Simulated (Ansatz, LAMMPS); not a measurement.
# Elastic response of amorphous Si0.375Ge0.625 (72 atoms), part 3 of 3

Aim: relax amorphous Si0.375Ge0.625 (72 atoms), then change its volume and shape to read moduli from the stress.

Ansatz 0.2.0; Kohn-Sham DFT, PBE, PAW (set soft_2), plane waves.

The cell: 27 Si and 45 Ge. The quench rate of 20 K/ps is many orders above laboratory rates. The starting topology of bonds comes from the classical model. Sampling is at Γ alone.

So far. Step 9 (Volume -10 %): The relaxation converged after 5 steps, 0.686 eV below its start, with a largest force component of 0.043 eV/Å. Step 9 (Volume -10 %): Volume -10 %: the energy stands 3.36 eV above that of the reference, at a pressure of 7.09 GPa.

## 10. Stretched by 1 % along x

The relaxed cell is strained along x alone, which gives the stiffness along x and its coupling to y and z.

The input, input.yaml:

```yaml
crystal:
  lattice:
    - [11.65473, -0.06342, 0.07175]
    - [-0.06405, 11.83017, 0.0366]
    - [0.07247, 0.0366, 12.03977]
  atoms:
    [... the 72 atom lines of step 4 ...]
kpoints:
  mp_grid: { grid: [1, 1, 1] }
hamiltonian:
  xc: pbe
scf:
  occupations: { method: gaussian, width: 0.05 }
output:
  forces: true
  eigenvalues: true
  stress: true
relax:
  f_tol: 0.05
  max_steps: 70
```

Launch:

```sh
$ ansatz run input.yaml --threads 4 --pin off --max-ram 8192MiB --backend cpu --events-out ev --progress --plain --runs-dir out
```

Numbers of over 12 decimals in the logs are rounded to 6 here.

The program printed:

```text
[...]
Crystal: 72 atoms, lattice volume = 1659.886 Å³
Basis set: ecut = 420 eV, 32449 PW (Γ), exchange–correlation on 160×160×162 points (8 copies of the dense FFT grid, shifted against one another)
Bands: 443, of which v1, the nominal top of the filled ones, is band 369 counted from 1 (368 counted from 0)
Symmetry: 1 space group operations
[...]
k-points: 1
[...]
SCF iter   1: F=—  HF=-210425.508274 eV  |F-HF|=—  |Δ(HF+E_count)|=         —  Δρ=3.38e-3  dr2=4.22e-1  ethr=1.77e-3  ⟨swp⟩=6.0  Hψ=1659  notcnv=0  defer=1
[...]
SCF iter   7: F=—  HF=-210425.415368 eV  |F-HF|=—  |Δ(HF+E_count)|=   5.94e-5  Δρ=4.14e-5  dr2=9.02e-5  ethr=6.83e-8  ⟨swp⟩=2.0  Hψ=461  notcnv=0  defer=69
SCF iter   8: F=-210425.415426 eV  HF=-210425.415422 eV  |F-HF|=3.95e-6  |Δ(HF+E_count)|=   5.36e-5  Δρ=1.93e-5  dr2=2.08e-5  ethr=8.47e-9  ⟨swp⟩=10.0  Hψ=1654  notcnv=0
SCF 1 converged in 8 iterations: F = -210425.415426 eV  dr2 = 2.08e-5
[...]
relax step   1: F+E_penalty+E_count = -210425.41542574 eV  Δ(F+E_penalty+E_count) = +0.000e0 eV  max|allowed force component| = 1.449e-1 eV/Å  Δτ_max = 0.0000 Å  (8 SCF iters, dr2 threshold 6.25e-5 eV, accepted)
[...]
SCF iter   1: F=—  HF=-210425.434112 eV  |F-HF|=—  |Δ(HF+E_count)|=         —  Δρ=7.20e-4  dr2=6.43e-3  ethr=8.09e-7  ⟨swp⟩=2.0  Hψ=1180  notcnv=0  defer=65
[...]
SCF iter   8: F=—  HF=-210425.433825 eV  |F-HF|=—  |Δ(HF+E_count)|=   3.12e-7  Δρ=1.81e-6  dr2=2.25e-7  ethr=1.36e-11  ⟨swp⟩=10.0  Hψ=1802  notcnv=0
SCF iter   9: F=-210425.433825 eV  HF=-210425.433825 eV  |F-HF|=3.76e-8  |Δ(HF+E_count)|=   7.19e-8  Δρ=8.27e-7  dr2=7.83e-8  ethr=1.36e-11  ⟨swp⟩=2.0  Hψ=1288  notcnv=0
SCF 2 converged in 9 iterations: F = -210425.433825 eV  dr2 = 7.83e-8
relax step   2: F+E_penalty+E_count = -210425.43382503 eV  Δ(F+E_penalty+E_count) = -1.840e-2 eV  max|allowed force component| = 4.696e-2 eV/Å  Δτ_max = 0.0240 Å  (9 SCF iters, accepted)
SCF converged after 9 iterations
Free energy (F): -210425.433825 eV
[...]
Internal energy: -210425.433825 eV  (E = F + TS)
E sigma→0 (E₀):  -210425.433825 eV
Entropy (-TS):   -0.000000 eV (-0.000 meV/atom)
Fermi energy:    6.893623 eV
[...]
Σ components = -210425.433825   (vs F -210425.433825, Δ=0.00e0)
--- Forces (eV/Å), atoms counted from 1 ---
  atom   1  Si    -0.00456077     0.00203755    -0.01118682
  atom   2  Si     0.00666899     0.00644034     0.00126680
  atom   3  Si    -0.00671663     0.02166325    -0.01352365
  atom   4  Si    -0.00579831     0.00194841    -0.00153005
[...]
atom  72  Ge    -0.01441385    -0.00587989    -0.00119630
  max |Σ_I F_I| component: 2.84e-5 eV/Å
--- Stress (GPa, compression-positive) ---
       -1.002789       0.016248      -0.032728
        0.016248      -0.295802      -0.014665
       -0.032728      -0.014665      -0.309764
  P = ⅓ Tr σ = -0.5361 GPa (-5.361 kbar)
--- Band table (eV) ---
[...]
--- Relaxed structure (2 steps of the walk, 2 accepted, 0 SCFs on fresh bases) ---
  F+E_penalty+E_count = -210425.43382503 eV   max|allowed force component| = 4.696e-2 eV/Å
  atoms:
    - { symbol: Si, position: [0.562838, 0.918964, 0.034022] }
    - { symbol: Si, position: [0.488250, 0.445217, 0.123359] }
    - { symbol: Si, position: [0.366254, 0.138904, 0.088371] }
    - { symbol: Si, position: [0.317620, 0.365994, 0.620629] }
[...]
- { symbol: Ge, position: [0.528321, 0.055901, 0.439039] }
```

The job ended after 26 s (4 threads of AMD EPYC 9R14 (Zen 4), shared host; peak memory 2.4 GiB).

The relaxation converged after 2 steps, 0.0184 eV below its start, with a largest force component of 0.047 eV/Å.

Stretched by 1 % along x: the energy stands 0.0481 eV above that of the reference, at a pressure of -0.536 GPa.

## 11. Compressed by 1 % along x

The relaxed cell is strained along x alone, which gives the stiffness along x and its coupling to y and z.

input.yaml, the sections that differ from step 10:

```yaml
crystal:
  lattice:
    - [11.42395, -0.06342, 0.07175]
    - [-0.06279, 11.83017, 0.0366]
    - [0.07103, 0.0366, 12.03977]
  atoms:
    [... the 72 atom lines of step 4 ...]
# kpoints, hamiltonian, scf, output, relax: as in step 10
```

The program printed:

```text
[...]
Crystal: 72 atoms, lattice volume = 1627.018 Å³
Basis set: ecut = 420 eV, 31789 PW (Γ), exchange–correlation on 160×160×162 points (8 copies of the dense FFT grid, shifted against one another)
Bands: 443, of which v1, the nominal top of the filled ones, is band 369 counted from 1 (368 counted from 0)
Symmetry: 1 space group operations
[...]
k-points: 1
[...]
SCF iter   1: F=—  HF=-210425.506491 eV  |F-HF|=—  |Δ(HF+E_count)|=         —  Δρ=3.44e-3  dr2=4.41e-1  ethr=1.77e-3  ⟨swp⟩=6.0  Hψ=1661  notcnv=0  defer=1
[...]
SCF iter   7: F=—  HF=-210425.410673 eV  |F-HF|=—  |Δ(HF+E_count)|=   6.40e-5  Δρ=4.02e-5  dr2=7.68e-5  ethr=6.61e-8  ⟨swp⟩=2.0  Hψ=463  notcnv=0  defer=69
SCF iter   8: F=-210425.410733 eV  HF=-210425.410729 eV  |F-HF|=4.56e-6  |Δ(HF+E_count)|=   5.62e-5  Δρ=1.88e-5  dr2=1.88e-5  ethr=8.47e-9  ⟨swp⟩=10.0  Hψ=1676  notcnv=0
SCF 1 converged in 8 iterations: F = -210425.410733 eV  dr2 = 1.88e-5
[...]
relax step   1: F+E_penalty+E_count = -210425.41073328 eV  Δ(F+E_penalty+E_count) = +0.000e0 eV  max|allowed force component| = 1.667e-1 eV/Å  Δτ_max = 0.0000 Å  (8 SCF iters, dr2 threshold 6.25e-5 eV, accepted)
[...]
SCF iter   1: F=—  HF=-210425.430627 eV  |F-HF|=—  |Δ(HF+E_count)|=         —  Δρ=6.79e-4  dr2=5.15e-3  ethr=6.53e-7  ⟨swp⟩=2.0  Hψ=1176  notcnv=0  defer=69
[...]
SCF iter   8: F=—  HF=-210425.430429 eV  |F-HF|=—  |Δ(HF+E_count)|=   2.33e-7  Δρ=1.59e-6  dr2=2.06e-7  ethr=1.36e-11  ⟨swp⟩=10.0  Hψ=1827  notcnv=0
SCF iter   9: F=-210425.430429 eV  HF=-210425.430429 eV  |F-HF|=3.94e-8  |Δ(HF+E_count)|=   4.84e-8  Δρ=7.69e-7  dr2=7.14e-8  ethr=1.36e-11  ⟨swp⟩=2.0  Hψ=1280  notcnv=0
SCF 2 converged in 9 iterations: F = -210425.430429 eV  dr2 = 7.14e-8
relax step   2: F+E_penalty+E_count = -210425.43042886 eV  Δ(F+E_penalty+E_count) = -1.970e-2 eV  max|allowed force component| = 3.865e-2 eV/Å  Δτ_max = 0.0210 Å  (9 SCF iters, accepted)
SCF converged after 9 iterations
Free energy (F): -210425.430429 eV
[...]
Internal energy: -210425.430429 eV  (E = F + TS)
E sigma→0 (E₀):  -210425.430429 eV
Entropy (-TS):   -0.000000 eV (-0.000 meV/atom)
Fermi energy:    7.117230 eV
[...]
Σ components = -210425.430429   (vs F -210425.430429, Δ=0.00e0)
--- Forces (eV/Å), atoms counted from 1 ---
  atom   1  Si     0.00134125    -0.00690090     0.01919864
  atom   2  Si     0.00357613    -0.00927957    -0.00731086
  atom   3  Si     0.00907094    -0.02774731     0.01274423
  atom   4  Si     0.00212096    -0.00038454    -0.00335957
[...]
atom  72  Ge     0.00467027     0.00884804     0.01152544
  max |Σ_I F_I| component: 2.39e-5 eV/Å
--- Stress (GPa, compression-positive) ---
        1.075871      -0.017319       0.020157
       -0.017319       0.342897       0.013560
        0.020157       0.013560       0.363583
  P = ⅓ Tr σ = 0.5941 GPa (5.941 kbar)
--- Band table (eV) ---
[...]
--- Relaxed structure (2 steps of the walk, 2 accepted, 0 SCFs on fresh bases) ---
  F+E_penalty+E_count = -210425.43042886 eV   max|allowed force component| = 3.865e-2 eV/Å
  atoms:
    - { symbol: Si, position: [0.560524, 0.919651, 0.034484] }
    - { symbol: Si, position: [0.489525, 0.445595, 0.122252] }
    - { symbol: Si, position: [0.365602, 0.139126, 0.088221] }
    - { symbol: Si, position: [0.318349, 0.365360, 0.620043] }
[...]
- { symbol: Ge, position: [0.526343, 0.056044, 0.440671] }
```

Run time: 26 s. Hardware: 4 threads; peak memory 2.4 GiB; 98 s of CPU time.

The relaxation converged after 2 steps, 0.0197 eV below its start, with a largest force component of 0.039 eV/Å.

Compressed by 1 % along x: the energy stands 0.0515 eV above that of the reference, at a pressure of 0.594 GPa.

## 12. Sheared by 2 % in xy

A shear of the relaxed cell gives the modulus that volume changes can't reach.

input.yaml, the sections that differ from step 11:

```yaml
crystal:
  lattice:
    - [11.53871, 0.05197, 0.07175]
    - [0.05488, 11.82954, 0.0366]
    - [0.07212, 0.03732, 12.03977]
  atoms:
    [... the 72 atom lines of step 4 ...]
# kpoints, hamiltonian, scf, output, relax: as in step 11
```

The program printed:

```text
[...]
Crystal: 72 atoms, lattice volume = 1643.289 Å³
Basis set: ecut = 420 eV, 32133 PW (Γ), exchange–correlation on 160×160×162 points (8 copies of the dense FFT grid, shifted against one another)
Bands: 443, of which v1, the nominal top of the filled ones, is band 369 counted from 1 (368 counted from 0)
Symmetry: 1 space group operations
[...]
k-points: 1
[...]
SCF iter   1: F=—  HF=-210425.467572 eV  |F-HF|=—  |Δ(HF+E_count)|=         —  Δρ=3.41e-3  dr2=4.31e-1  ethr=1.77e-3  ⟨swp⟩=6.0  Hψ=1660  notcnv=0  defer=2
[...]
SCF iter   7: F=—  HF=-210425.372822 eV  |F-HF|=—  |Δ(HF+E_count)|=   6.31e-5  Δρ=4.05e-5  dr2=8.22e-5  ethr=6.74e-8  ⟨swp⟩=2.0  Hψ=461  notcnv=0  defer=69
SCF iter   8: F=-210425.372883 eV  HF=-210425.372877 eV  |F-HF|=5.48e-6  |Δ(HF+E_count)|=   5.52e-5  Δρ=1.92e-5  dr2=1.89e-5  ethr=8.47e-9  ⟨swp⟩=10.0  Hψ=1674  notcnv=0
SCF 1 converged in 8 iterations: F = -210425.372883 eV  dr2 = 1.89e-5
[...]
relax step   1: F+E_penalty+E_count = -210425.37288252 eV  Δ(F+E_penalty+E_count) = +0.000e0 eV  max|allowed force component| = 2.227e-1 eV/Å  Δτ_max = 0.0000 Å  (8 SCF iters, dr2 threshold 6.25e-5 eV, accepted)
[...]
relax step   2: F+E_penalty+E_count = -210425.40816982 eV  Δ(F+E_penalty+E_count) = -3.529e-2 eV  max|allowed force component| = 7.055e-2 eV/Å  Δτ_max = 0.0310 Å  (7 SCF iters, dr2 threshold 3.10e-6 eV, accepted)
[...]
relax step   3: F+E_penalty+E_count = -210425.41095933 eV  Δ(F+E_penalty+E_count) = -2.790e-3 eV  max|allowed force component| = 1.286e-2 eV/Å  Δτ_max = 0.0118 Å  (7 SCF iters, accepted)
SCF converged after 7 iterations
Free energy (F): -210425.410959 eV
[...]
Internal energy: -210425.410959 eV  (E = F + TS)
E sigma→0 (E₀):  -210425.410959 eV
Entropy (-TS):   -0.000000 eV (-0.000 meV/atom)
Fermi energy:    6.998311 eV
[...]
Σ components = -210425.410959   (vs F -210425.410959, Δ=0.00e0)
--- Forces (eV/Å), atoms counted from 1 ---
  atom   1  Si    -0.00550219    -0.00191580     0.00361029
  atom   2  Si    -0.00736430    -0.00306086    -0.00020446
  atom   3  Si    -0.00231672    -0.00318638     0.00079090
  atom   4  Si    -0.00273089     0.00003254    -0.00662759
[...]
atom  72  Ge     0.00601343    -0.00439888    -0.00320259
  max |Σ_I F_I| component: 3.97e-5 eV/Å
--- Stress (GPa, compression-positive) ---
        0.035021      -0.698190      -0.047340
       -0.698190      -0.041462      -0.000297
       -0.047340      -0.000296      -0.032908
  P = ⅓ Tr σ = -0.0131 GPa (-0.131 kbar)
--- Band table (eV) ---
[...]
--- Relaxed structure (3 steps of the walk, 3 accepted, 0 SCFs on fresh bases) ---
  F+E_penalty+E_count = -210425.41095933 eV   max|allowed force component| = 1.286e-2 eV/Å
  atoms:
    - { symbol: Si, position: [0.562157, 0.918462, 0.035362] }
    - { symbol: Si, position: [0.487873, 0.445897, 0.122751] }
    - { symbol: Si, position: [0.367432, 0.139155, 0.088611] }
    - { symbol: Si, position: [0.318852, 0.365565, 0.620076] }
[...]
- { symbol: Ge, position: [0.527903, 0.055302, 0.439791] }
```

Elapsed: 36 s, on 4 threads; peak memory 2.4 GiB.

The relaxation converged after 3 steps, 0.0381 eV below its start, with a largest force component of 0.013 eV/Å.

Sheared by 2 % in xy: the energy stands 0.0709 eV above that of the reference, at a pressure of -0.0131 GPa.

## 13. Pressure against volume

Atoms are relaxed at each volume, in the scaled cell.

```tsv
volume change (%)	volume (Å³/atom)	energy change (meV/atom)	pressure (GPa)	largest move on relaxing (Å)	bonds	gap (eV)
-10	20.543	46.68	7.09	0.28	147	0.434
-6	21.456	15.72	3.85	0.16	146	0.415
-3	22.141	3.77	1.81	0.06	145	0.401
+0	22.826	0.00	0.01	-	145	0.390
+3	23.510	3.25	-1.51	0.07	145	0.375
+6	24.195	12.29	-2.74	0.24	145	0.345
```

## 14. Uniaxial strain and shear

Stress (GPa, compression positive) less that of the relaxed cell, atoms relaxed:

```tsv
strain	xx	yy	zz	xy	energy change (meV/atom)
stretched by 1 % along x	-1.010	-0.307	-0.324	0.010	0.67
compressed by 1 % along x	1.069	0.332	0.350	-0.023	0.71
sheared by 2 % in xy	0.028	-0.053	-0.047	-0.704	0.99
```

## 15. Findings

The bulk modulus, from the slope of pressure against ln V over the three points nearest the relaxed volume, is 55.3 GPa; a quadratic over all points gives a pressure derivative of about 4.4. The count of bonds runs from 145 to 147 over the series, so at some points contacts cross the cutoffs. The gap goes from 0.434 eV at the smallest volume to 0.345 eV at the largest, -0.5 eV per unit of ln V by a straight line, on the run's k-points. In the Cartesian axes of the cell, finite differences give C11 = 104, C12 = 31.9, C13 = 33.7 and C66 = 35.2 GPa (the shear of 2 % is the engineering strain, εxy = 0.01). The mean of C11, C12 and C13, which equals the bulk modulus in a cubic or isotropic solid, is 56.5 GPa: it agrees with the bulk modulus within 10 %. For an isotropic solid C66 would equal (C11 − C12)/2 = 36.0 GPa; so small a sample needn't be isotropic, and C66 rests on one shear. With the bulk modulus and C66 as K and G, Young's modulus would be about 87 GPa and Poisson's ratio 0.24.

**Limits.** Strains are finite and relaxations stop at the force tolerance of the input, which can leave moduli too stiff; they are those of a static cell at zero temperature. Volumes are changed with the cell's shape held, so in an anisotropic solid the modulus lies over the one under free hydrostatic load. The program notes that the SCF threshold of the relaxations is loose for the stress.

The DFT runs together took 11 min of wall time.

[Logs are printed without paths, hosts, clocks, repeated set-up lines and the standing remarks that a program may print on its own settings, such as how far it seeks lower states.]

[Hosts, paths, dates, database ids (printed as entryN), source tags and the programs' standing remarks are cut or masked in the printed files.]
